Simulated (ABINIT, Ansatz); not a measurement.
# MoS2 (P6_3/mmc): changed settings of a GW run in ABINIT

What do changed inputs do to GW on MoS2 (P6_3/mmc)?

Main program and level: ABINIT 10.8.3; PBEsol and many-body steps on it, plane waves.

The database entry behind the starting cell differs from later determinations by our own check (about 0.3 % long), so it need not match the best structure at ambient conditions.

### 1. Set-up

It takes space group P6_3/mmc (No. 194, hexagonal). Conventional cell: a = 3.169 Å, b = 3.169 Å, c = 12.324 Å, α = 90.00°, β = 90.00°, γ = 120.00°. Mo has 6 S at 2.41 Å nearest. S has 3 Mo at 2.41 Å nearest. Farther neighbours and most contacts between anions are not listed.

The cell and positions come from the Crystallography Open Database and are kept as given unless a step says otherwise.

### 2. Screening, 3×3×1 mesh, 97 bands, screening to 114.3 eV

This step: ABINIT 10.8.3; RPA screening on PBEsol, plane waves, norm-conserving pseudopotentials.

The RPA dielectric matrix is built and inverted for each q.

The input, run.abi:

```
acell 3*1.0 Angstrom
rprim 
  3.169000000004 -0.000000000001 0.000000000000
  -1.584500000001 2.744434504597 0.000000000000
  0.000000000000 0.000000000000 12.324000000000
ntypat 2
znucl 42 16
natom 6
typat 1 1 2 2 2 2
xred 
  0.333333333333 0.666666666667 0.250000000000
  0.666666666667 0.333333333333 0.750000000000
  0.333333333333 0.666666666667 0.623000000000
  0.666666666667 0.333333333333 0.123000000000
  0.333333333333 0.666666666667 0.877000000000
  0.666666666667 0.333333333333 0.377000000000
pp_dirpath "pseudos"
pseudos "Mo.upf, S.upf"
ecut 36
ngkpt 3 3 1
nshiftk 1
shiftk 0 0 0
kptopt 1
chksymbreak 0
istwfk *1
occopt 1
irdwfk 1
optdriver 3
nband 97
ecuteps 4.2
inclvkb 2
awtr 1
symchi 1
indata_prefix "in"
outdata_prefix "out"
tmpdata_prefix "tmp"
```

Run with:

```console
$ OMP_NUM_THREADS=1 mpirun -n 4 abinit run.abi > log
```

What it wrote:

```text
.Version 10.8.3 of ABINIT. v10.8.2 released Aug 2026.

 Symmetries : space group P6_3/m m c (#194); Bravais hP (primitive hexag.)
[... echo of the input left out ...]
== DATASET  1 ==================================================================
-   mpi_nproc: 4, omp_nthreads: 1 (-1 if OMP is not activated)

--- !DatasetInfo
iteration_state: {dtset: 1, }
dimensions: {natom: 6, nkpt: 3, mband: 97, nsppol: 1, nspinor: 1, nspden: 1, mpw: 7476, }
cutoff_energies: {ecut:  36.0, pawecutdg:  -1.0, }
electrons: {nelect:   5.20000000E+01, charge:   0.00000000E+00, occopt:   1.00000000E+00, tsmear:   1.00000000E-02, }

 SCREENING: Calculation of the susceptibility and dielectric matrices

 Based on a program developped by R.W. Godby, V. Olevano, G. Onida, and L. Reining.
 Incorporated in ABINIT by V. Olevano, G.-M. Rignanese, and M. Torrent.
.Using double precision arithmetic ; gwpc =  8

[... cell and pseudopotentials left out ...]
--------------------------------------------------------------------------------

 ==== K-mesh for the wavefunctions ====
 Number of points in the irreducible wedge :     3
[... list of points left out ...]
 Together with 24 symmetry operations and time-reversal symmetry
 yields     9 points in the full Brillouin Zone.

 ==== Q-mesh for the screening function ====
 Number of points in the irreducible wedge :     3
[... list of points left out ...]
 Together with 24 symmetry operations and time-reversal symmetry
 yields     9 points in the full Brillouin Zone.

 setmesh: FFT mesh size selected  =    20x   20x   90
          total number of points  =        36000

 vcoul_init : cutoff-mode = AUXILIARY_FUNCTION
 q-points for optical limit:   1
     1)      0.000010    0.000020    0.000030

- screening: taking advantage of time-reversal symmetry
- Maximum band index for partially occupied states nbvw = 26
- Remaining bands to be divided among processors   nbcw = 71
- Number of bands treated by each node ~17

 Number of electrons calculated from density =   52.0000; Expected =   52.0000
 average of density, n =  0.071892
 r_s =    1.4919
 omega_plasma =   25.8640 [eV]

 calculating chi0 at frequencies [eV] :
  1    0.000000E+00    0.000000E+00
  2    0.000000E+00    2.586399E+01

--------------------------------------------------------------------------------
  q-point number  1        q = ( 0.000000, 0.000000, 0.000000) [r.l.u.]
--------------------------------------------------------------------------------
[... chi0 elements left out ...]
 For q-point:  0.000010 0.000020 0.000030
  dielectric constant =  17.4533
  dielectric constant without local fields =  19.6388

  Average fulfillment of the sum rule on Im[epsilon] for q-point    1 :     67.33  [%]
[... wings left out ...]
  q-point number  2        q = ( 0.333333, 0.000000, 0.000000) [r.l.u.]
--------------------------------------------------------------------------------
[... chi0 elements left out ...]
  Average fulfillment of the sum rule on Im[epsilon] for q-point    2 :     62.28  [%]

 [... 1 further q-points ...]
```

Wall time 18 s (4 MPI ranks of Arm Neoverse V2, shared host); peak memory 0.85 GiB.

This step gave:

```yaml
eps_infinity_with_local_fields_on_this_mesh_along_the_program_s_q_direction: 17.45
the_same_without_local_fields: 19.64
plasma_frequency: 25.86 eV
plane_waves_in_the_screening_matrix: 291
```

Local fields lower ε∞ by 11 %. On a Γ-centred mesh this coarse the value itself is usually too large, while a short band sum pulls it down.

### 3. Base

The self-energy is evaluated for the states that the input lists, and the levels follow from it, in one-shot runs by the linearised quasiparticle equation.

This step: G0W0 on PBEsol, plane waves, norm-conserving pseudopotentials.

Edit run.abi of step 2 so:

```diff
@@ -27,8 +27,17 @@
 irdwfk 1
-optdriver 3
+optdriver 4
 nband 97
+gwcalctyp 0
+ecutsigx 36
+symsigma 1
+nkptgw 2
+kptgw 
+  0.0000000000 0.0000000000 0.0000000000
+  0.3333333333 0.3333333333 0.0000000000
+bdgw 
+  25 28
+  25 28
 ecuteps 4.2
-inclvkb 2
-awtr 1
-symchi 1
+irdscr 1
+ppmodel 1
 indata_prefix "in"
```

What it wrote:

```text
.Version 10.8.3 of ABINIT. v10.8.2 released Aug 2026.

 Symmetries : space group P6_3/m m c (#194); Bravais hP (primitive hexag.)
[... echo of the input left out ...]
== DATASET  1 ==================================================================
-   mpi_nproc: 4, omp_nthreads: 1 (-1 if OMP is not activated)

--- !DatasetInfo
iteration_state: {dtset: 1, }
dimensions: {natom: 6, nkpt: 3, mband: 97, nsppol: 1, nspinor: 1, nspden: 1, mpw: 7476, }
cutoff_energies: {ecut:  36.0, pawecutdg:  -1.0, }
electrons: {nelect:   5.20000000E+01, charge:   0.00000000E+00, occopt:   1.00000000E+00, tsmear:   1.00000000E-02, }

 SIGMA: Calculation of the GW corrections

 Based on a program developped by R.W. Godby, V. Olevano, G. Onida, and L. Reining.
 Incorporated in ABINIT by V. Olevano, G.-M. Rignanese, and M. Torrent.
.Using double precision arithmetic ; gwpc =  8

[... cell and pseudopotentials left out ...]
--------------------------------------------------------------------------------

 ==== K-mesh for the wavefunctions ====
 Number of points in the irreducible wedge :     3
[... list of points left out ...]
 Together with 24 symmetry operations and time-reversal symmetry
 yields     9 points in the full Brillouin Zone.

 ==== Q-mesh for screening function ====
 Number of points in the irreducible wedge :     3
[... list of points left out ...]
 Together with 24 symmetry operations and time-reversal symmetry
 yields     9 points in the full Brillouin Zone.

 vcoul_init : cutoff-mode = AUXILIARY_FUNCTION
 q-points for optical limit:   1
     1)      0.000010    0.000020    0.000030
 setmesh: FFT mesh size selected  =    32x   32x  128
          total number of points  =       131072

 Number of electrons calculated from density =   52.0000; Expected =   52.0000
 average of density, n =  0.071892
 r_s =    1.4919
 omega_plasma =   25.8640 [eV]

 === KS Band Gaps ===
  >>>> For spin  1
   Minimum direct gap =   1.6518 [eV], located at k-point      :   0.3333  0.3333  0.0000
   Fundamental gap    =   1.0368 [eV], Top of valence bands at :   0.0000  0.0000  0.0000
                                       Bottom of conduction at :   0.3333  0.3333  0.0000
 SIGMA fundamental parameters:
 PLASMON POLE MODEL  1
 number of plane-waves for SigmaX                 7437
 number of plane-waves for SigmaC and W            291
 number of plane-waves for wavefunctions          7437
 number of bands                                    97
 number of independent spin polarizations            1
 number of spinorial components                      1
 number of k-points in IBZ                           3
 number of q-points in IBZ                           3
 number of symmetry operations                      24
 number of k-points in BZ                            9
 number of q-points in BZ                            9
 number of frequencies for dSigma/dE                 9
 frequency step for dSigma/dE [eV]                0.25
 number of omega for Sigma on real axis              0
 max omega for Sigma on real axis  [eV]           0.00
 zcut for avoiding poles [eV]                     0.10

 EPSILON^-1 parameters (SCR file):
 dimension of the eps^-1 matrix on file            291
 dimension of the eps^-1 matrix used               291
 number of plane-waves for wavefunctions          7437
 number of bands                                    97
 number of q-points in IBZ                           3
 number of frequencies                               2
 number of real frequencies                          1
 number of imag frequencies                          1

 matrix elements of self-energy operator (all in [eV])

 Perturbative Calculation

--- !SelfEnergy_ee
iteration_state: {dtset: 1, }
kpoint     : [   0.000,    0.000,    0.000, ]
spin       : 1
KS_gap     :    2.094
QP_gap     :    2.556
Delta_QP_KS:    0.462
data: !SigmaeeData |
     Band     E0 <VxcDFT>   SigX SigC(E0)      Z dSigC/dE  Sig(E)    E-E0       E
       25   7.228 -13.594 -16.570   2.831   0.778  -0.286 -13.706  -0.113   7.115
       26   8.399 -16.270 -17.350   1.642   0.775  -0.290 -15.835   0.436   8.834
       27  10.493 -15.558 -10.907  -3.499   0.779  -0.284 -14.661   0.897  11.390
       28  10.493 -15.558 -10.907  -3.499   0.779  -0.284 -14.661   0.897  11.390

--- !SelfEnergy_ee
iteration_state: {dtset: 1, }
kpoint     : [   0.333,    0.333,    0.000, ]
spin       : 1
KS_gap     :    1.652
QP_gap     :    2.307
Delta_QP_KS:    0.655
data: !SigmaeeData |
     Band     E0 <VxcDFT>   SigX SigC(E0)      Z dSigC/dE  Sig(E)    E-E0       E
       25   7.612 -16.134 -17.417   1.880   0.777  -0.287 -15.670   0.464   8.076
       26   7.784 -16.488 -17.740   1.882   0.776  -0.289 -16.000   0.488   8.272
       27   9.435 -17.535 -12.657  -3.401   0.774  -0.291 -16.391   1.144  10.579
       28   9.435 -17.535 -12.657  -3.401   0.774  -0.291 -16.391   1.144  10.579

== END DATASET(S) ==============================================================
================================================================================

 -outvars: echo values of variables after computation  --------
           etotal      0.0000000000E+00
            nband          97
             nkpt           3
          spgroup         194
 [... the other variables as echoed above ...]

 Calculation completed.
```

Elapsed: 7.2 s, on 4 MPI ranks; peak memory 0.66 GiB.

Numbers from this step:

| Item | Value |
| --- | --- |
| G0W0 gap on the points computed | 1.745 eV |
| starting gap on the mesh | 1.037 eV |
| k of the valence top | 0, 0, 0 |
| k of the conduction bottom | 0.3333, 0.3333, 0 |
| Z at the valence top | 0.775 |
| Z at the conduction bottom | 0.774 |
| least direct G0W0 gap on the computed points | 2.307 eV |

The gap on the mesh goes from 1.04 eV to 1.75 eV, a correction of +0.71 eV.

### 4. Broadening of the poles

Edit run.abi of step 3 so:

```diff
@@ -42,2 +42,3 @@
 ppmodel 1
+zcut 0.01 eV
 indata_prefix "in"
```

What it wrote:

```text
.Version 10.8.3 of ABINIT. v10.8.2 released Aug 2026.

 Symmetries : space group P6_3/m m c (#194); Bravais hP (primitive hexag.)
[... echo of the input left out ...]
== DATASET  1 ==================================================================
-   mpi_nproc: 4, omp_nthreads: 1 (-1 if OMP is not activated)

--- !DatasetInfo
iteration_state: {dtset: 1, }
dimensions: {natom: 6, nkpt: 3, mband: 97, nsppol: 1, nspinor: 1, nspden: 1, mpw: 7476, }
cutoff_energies: {ecut:  36.0, pawecutdg:  -1.0, }
electrons: {nelect:   5.20000000E+01, charge:   0.00000000E+00, occopt:   1.00000000E+00, tsmear:   1.00000000E-02, }

 SIGMA: Calculation of the GW corrections

 Based on a program developped by R.W. Godby, V. Olevano, G. Onida, and L. Reining.
 Incorporated in ABINIT by V. Olevano, G.-M. Rignanese, and M. Torrent.
.Using double precision arithmetic ; gwpc =  8

[... cell and pseudopotentials left out ...]
--------------------------------------------------------------------------------

 ==== K-mesh for the wavefunctions ====
 Number of points in the irreducible wedge :     3
[... list of points left out ...]
 Together with 24 symmetry operations and time-reversal symmetry
 yields     9 points in the full Brillouin Zone.

 ==== Q-mesh for screening function ====
 Number of points in the irreducible wedge :     3
[... list of points left out ...]
 Together with 24 symmetry operations and time-reversal symmetry
 yields     9 points in the full Brillouin Zone.

 vcoul_init : cutoff-mode = AUXILIARY_FUNCTION
 q-points for optical limit:   1
     1)      0.000010    0.000020    0.000030
 setmesh: FFT mesh size selected  =    32x   32x  128
          total number of points  =       131072

 Number of electrons calculated from density =   52.0000; Expected =   52.0000
[...]
number of omega for Sigma on real axis              0
 max omega for Sigma on real axis  [eV]           0.00
 zcut for avoiding poles [eV]                     0.01

 EPSILON^-1 parameters (SCR file):
 dimension of the eps^-1 matrix on file            291
 dimension of the eps^-1 matrix used               291
 number of plane-waves for wavefunctions          7437
 number of bands                                    97
 number of q-points in IBZ                           3
 number of frequencies                               2
 number of real frequencies                          1
 number of imag frequencies                          1

 matrix elements of self-energy operator (all in [eV])

 Perturbative Calculation

--- !SelfEnergy_ee
iteration_state: {dtset: 1, }
kpoint     : [   0.000,    0.000,    0.000, ]
spin       : 1
KS_gap     :    2.094
QP_gap     :    2.556
Delta_QP_KS:    0.462
data: !SigmaeeData |
     Band     E0 <VxcDFT>   SigX SigC(E0)      Z dSigC/dE  Sig(E)    E-E0       E
       25   7.228 -13.594 -16.570   2.831   0.778  -0.286 -13.706  -0.113   7.115
       26   8.399 -16.270 -17.350   1.642   0.775  -0.290 -15.835   0.436   8.834
       27  10.493 -15.558 -10.907  -3.499   0.779  -0.284 -14.661   0.897  11.390
[...]
--- !SelfEnergy_ee
iteration_state: {dtset: 1, }
kpoint     : [   0.333,    0.333,    0.000, ]
spin       : 1
KS_gap     :    1.652
QP_gap     :    2.307
Delta_QP_KS:    0.655
data: !SigmaeeData |
     Band     E0 <VxcDFT>   SigX SigC(E0)      Z dSigC/dE  Sig(E)    E-E0       E
[...]
27   9.435 -17.535 -12.657  -3.401   0.774  -0.291 -16.391   1.143  10.579
       28   9.435 -17.535 -12.657  -3.401   0.774  -0.291 -16.391   1.143  10.579

== END DATASET(S) ==============================================================
================================================================================

 -outvars: echo values of variables after computation  --------
           etotal      0.0000000000E+00
            nband          97
             nkpt           3
          spgroup         194
 [... the other variables as echoed above ...]

 Calculation completed.
```

Elapsed: 6.8 s, on 4 MPI ranks; peak memory 0.66 GiB.

This step gave:

* G0W0 gap on the points computed: 1.745 eV
* starting gap on the mesh: 1.037 eV
* k of the valence top: 0, 0, 0
* k of the conduction bottom: 0.3333, 0.3333, 0
* Z at the valence top: 0.775
* Z at the conduction bottom: 0.774
* least direct G0W0 gap on the computed points: 2.307 eV

Against G0W0 in ABINIT (3×3×1 mesh, 97 bands, screening to 114.3 eV, Godby-Needs plasmon pole), the gap moves by +0.000 eV.

### 5. A keyword of another program

Edit run.abi of step 4 so:

```diff
@@ -42,3 +42,3 @@
 ppmodel 1
-zcut 0.01 eV
+ENCUTGW 100
 indata_prefix "in"
```

What it wrote:

```text
.Version 10.8.3 of ABINIT. v10.8.2 released Aug 2026.

 Symmetries : space group P6_3/m m c (#194); Bravais hP (primitive hexag.)
================================================================================
 Values of the parameters that define the memory need of the present run
     intxc =       0    ionmov =       0      iscf =       7    lmnmax =       6
     lnmax =       6     mgfft =     128  mpssoang =       3    mqgrid =    6291
     natom =       6  nloc_mem =       1    nspden =       1   nspinor =       1
    nsppol =       1      nsym =      24    n1xccc =    2501    ntypat =       2
    occopt =       1   xclevel =       2
-    mband =          97        mffmem =           1         mkmem =           1
       mpw =        7476          nfft =      165888          nkpt =           3
================================================================================
  Rough estimation (10% accuracy) of disk space for files :
================================================================================

--------------------------------------------------------------------------------
------------- Echo of variables that govern the present computation ------------
--------------------------------------------------------------------------------
 -outvars: echo values of preprocessed input variables --------
            acell      1.8897261259E+00  1.8897261259E+00  1.8897261259E+00 Bohr

             bdgw          25      28      25      28
      chksymbreak           0
             ecut      3.60000000E+01 Hartree
          ecuteps      4.20000000E+00 Hartree
         ecutsigx      3.60000000E+01 Hartree
          ecutwfn      3.60000000E+01 Hartree
-          fftalg         312
           irdscr           1
           irdwfk           1

[...]
npwsigx        7437
           npwwfn        7437
             nsym          24
           ntypat           2
              occ      2.000000  2.000000  2.000000  2.000000  2.000000  2.000000
                       2.000000  2.000000  2.000000  2.000000  2.000000  2.000000
                       2.000000  2.000000  2.000000  2.000000  2.000000  2.000000
                       2.000000  2.000000  2.000000  2.000000  2.000000  2.000000
[...]
0.000000  0.000000  0.000000  0.000000  0.000000  0.000000
   [... 6 further rows ...]
                       0.000000  0.000000  0.000000  0.000000  0.000000  0.000000
                       0.000000
        optdriver           4
            rprim      3.1690000000E+00 -1.0000000000E-12  0.0000000000E+00
[...]
spgroup         194

             xred      3.3333333333E-01  6.6666666667E-01  2.5000000000E-01
[...]
3.3333333333E-01  6.6666666667E-01  8.7700000000E-01
                       6.6666666667E-01  3.3333333333E-01  3.7700000000E-01
            znucl       42.00000   16.00000

================================================================================

 chkinp: Checking input parameters for consistency.

--- !ERROR
message: |
    Found token: `ENCUTGW` in the input file.
    This name is not one of the registered input variable names (see
    Action: check your input file. Perhaps you mistyped the input variable,
    or specified "img", although this was not permitted for this input variable.

--- !ERROR
message: |
    Found token: `ENCUTGW` in the input file.
    This name is not one of the registered input variable names (see
    Action: check your input file. Perhaps you mistyped the input variable,
    or specified "img", although this was not permitted for this input variable.

--- from the log ---
Found token: `ENCUTGW` in the input file.
    This name is not one of the registered input variable names (see
    Action: check your input file. Perhaps you mistyped the input variable,
    or specified "img", although this was not permitted for this input variable.
```

It took 0.72 s on 4 MPI ranks; peak memory 0.05 GiB; 2.5 s of CPU time.

The run stopped with an error after 0.72 s.

The program's words: Found token: `ENCUTGW` in the input file. This name is not one of the registered input variable names (see Action: check your input file. Perhaps you mistyped the input variable, or specified "img", although this was not permitted for this input variable.

The fault put into this input: a keyword of another program.

### 6. Side by side

Times are wall times on 4 MPI ranks of Arm Neoverse V2, shared host, good to a factor of about two. A run's time includes the screening step that it read.

| run | mesh | bands | screening cutoff (eV) | DFT gap (eV) | gap on the mesh (eV) | direct (eV) | ε∞ used | time |
| --- | --- | --- | --- | --- | --- | --- | --- | --- |
| base | 3×3×1 | 97 | 114.3 | 1.037 | 1.745 | 2.307 | 17.45 | 25 s |
| broadening of the poles | 3×3×1 | 97 | 114.3 | 1.037 | 1.745 | 2.307 | 17.45 | 25 s |

### 7. Outcome

```json
{"base": "1.745 eV", "broadening of the poles": "1.745 eV", "known limits": "not at the basis limit; no spin-orbit coupling; coarse k mesh"}
```

**Reading.** Broadening of the poles: no change against base (keys changed: zcut). Bands and cutoff are finite, so the gap is not at the basis limit. The miss can reach some tenths of an eV and take either sign; the mesh is an error of its own. In the first G0W0 run levels were corrected at 2 k points alone, so a gap called «on the mesh» is the least over those, and an edge elsewhere would be missed. A denser mesh or path gives a starting gap of 0.85 eV: the GW mesh misses a band edge, so its gaps are not the fundamental one. The 3×3×1 mesh is coarse for this cell, which bears on the long-range parts of exchange and screening. The many-body steps are scalar-relativistic: spin-orbit coupling is not in them.

[Paths, hosts, dates, memory and timing lines, banners, echoed tables and standing remarks are left out of the program output.]

[Logs are printed without paths, hosts, clocks, repeated set-up lines and the standing remarks that a program may print on its own settings, such as how far it seeks lower states.]

[Runs of the session that timed out or met a known fault of the program may be left out.]

[No measured gap is set beside runs whose start may be inverted or whose files or cutoffs have a known fault.]

[Hosts, paths, dates, database ids (printed as entryN), source tags and the programs' standing remarks are cut or masked in the printed files.]

[G0W0 gaps are taken among the corrected bands and points alone; a level outside them can change the order at an edge.]

[Where Ansatz stands beside ABINIT at settings called matched, ABINIT's density can come from a denser mesh and the files from another edition; pairs whose starting gaps differed by over 0.03 eV were left out, so agreement reads better than it is.]
